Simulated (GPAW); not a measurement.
# Polarising Sc2NS2 MXene monolayer with a field along the normal

The dipole of the cell at several fields, atoms fixed. What does the strongest field give, and what length does the slope stand for?

How it was computed: GPAW 26.7.0, plane waves (500 eV), PAW setups, PBE, 12×12 mesh, a dipole layer in the vacuum; geometry relaxed without an applied field with GPAW. The cell's area is 9.45 Å², and e/ε0 = 180.95 V Å.

The runs, one held back:

```
field (V/Å)  dipole (e Å)
       −0.2       −0.0819
       −0.1       −0.0410
      −0.05       −0.0205
       0.05        0.0205
        0.1        0.0410
        0.2        0.0819
        0.3             ?
```

Q: What is the dipole at 0.3 V/Å?

Worked answer. A line through the 6 points has the slope α = 0.410 e Å per V/Å and the intercept p₀ = 0.0000 e Å (r.m.s. residual 2.8e−05). At 0.3 V/Å it gives p = 0.0000 + 0.410 × 0.3 = 0.1229 e Å; the run gives 0.1229 e Å, so the response stays linear to 0.0 % of the induced part. Dividing by ε0 and the area: α/(ε0 A) = 0.410 × 180.95 / 9.45 = 7.84 Å, against 5.91 Å between the outer nuclei.

**Limits.** This is the electronic response alone; ions that move would add to it in polar layers. No run was spin-polarised, so magnetic states weren't tested.

[Logs are printed without paths, hosts, clocks, repeated set-up lines and the standing remarks that a program may print on its own settings, such as how far it seeks lower states.]
